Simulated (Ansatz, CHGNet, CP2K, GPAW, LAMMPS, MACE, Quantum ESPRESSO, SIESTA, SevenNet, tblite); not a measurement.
# Which run comes nearest? Glassy 67SiO2-13Li2O-10Na2O-10SrO (mol %) (113 atoms)

Density of this cell: 2.68 g/cm³. The cell holds 113 atoms: 26 Si, 10 Li, 8 Na, 4 Sr and 65 O. Its edges and angles: a = 11.372 Å, b = 11.372 Å, c = 11.372 Å, α = 90.0°, β = 90.0°, γ = 90.0°. 113 atoms (26 Si, 10 Li, 8 Na, 4 Sr, 65 O) placed at random at 2.59 g/cm³, melted at 4000 K for 10 ps at fixed volume with the Morse and Coulomb pair potential with partial charges (Pedone, Malavasi, Menziani, Cormack and Segre, J. Phys. Chem. B 110, 11780 (2006)). Quenched from 4000 K to 300 K at 25 K/ps and fixed volume, held 10 ps at zero pressure.

Geometry: as built.

The reference, a calculation:

| Quantity | Value |
| --- | --- |
| method | Kohn-Sham DFT, PBE, PAW, plane waves (Ansatz 0.2.0); cutoff 420 eV, Γ point, fermi-dirac smearing of 0.05 eV; PAW set soft_2 |
| r.m.s. force component | 1.302 eV/Å |
| longest force | 5.892 eV/Å |
| pressure | 3.819 GPa |
| gap (highest filled to lowest empty level) | 2.877 eV |
| SCF cycles | 9 |
| time | 12 s on 8 threads of Arm Neoverse V2, shared host |
| CPU time | 91 s |

Runs, in no order:
A. SIESTA PBE, DZP, shift 0.04 Ry, mesh 500 Ry: Kohn-Sham DFT, PBE, PseudoDojo 0.4.1 norm-conserving pseudopotentials (converted to PSML), numerical atomic orbitals (DZP), diagonalisation
B. QE PBE, gbrv-1.5, 40/200 Ry: Kohn-Sham DFT, PBE, GBRV 1.5 ultrasoft pseudopotentials, plane waves
C. CP2K PBE, SZV-MOLOPT-SR, 800/50 Ry, SIGN filter 1e-03, SCF 1e-04: Kohn-Sham DFT, PBE, GTH-PBE pseudopotentials, Gaussian and plane waves, SZV-MOLOPT-SR-GTH, linear-scaling purification of the density matrix
D. SIESTA PBE, DZP, shift 0.01 Ry, mesh 500 Ry: Kohn-Sham DFT, PBE, PseudoDojo 0.4.1 norm-conserving pseudopotentials (converted to PSML), numerical atomic orbitals (DZP), diagonalisation
E. CP2K PBE, DZVP-MOLOPT-SR, 800/50 Ry, diagonalisation: Kohn-Sham DFT, PBE, GTH-PBE pseudopotentials, Gaussian and plane waves, DZVP-MOLOPT-SR-GTH, diagonalisation

**Question.** Rank the runs by how far their forces lie from the reference's, least first.

B, E, A, D, C.

```csv
run,"Δ force, r.m.s. (meV/Å)",share of r.m.s. force (%),CPU time
"B. QE PBE, gbrv-1.5, 40/200 Ry",15.5,1.19,9.1 min
"E. CP2K PBE, DZVP-MOLOPT-SR, 800/50 Ry, diagonalisation",135,10.4,7.2 min
"A. SIESTA PBE, DZP, shift 0.04 Ry, mesh 500 Ry",325,25.0,3.9 min
"D. SIESTA PBE, DZP, shift 0.01 Ry, mesh 500 Ry",475,36.5,7.9 min
"C. CP2K PBE, SZV-MOLOPT-SR, 800/50 Ry, SIGN filter 1e-03, SCF 1e-04",1147,88.1,4.8 min
```

The network of bonds at the start is that of the classical potential that made the cell, and needn't be the one that DFT or experiment would give. The electronic-structure runs sample only Γ, in a cell whose shortest periodic width is 11 Å.

[Logs are printed without paths, hosts, clocks, repeated set-up lines and the standing remarks that a program may print on its own settings, such as how far it seeks lower states.]

[Hosts, paths, dates, database ids (printed as entryN), source tags and the programs' standing remarks are cut or masked in the printed files.]
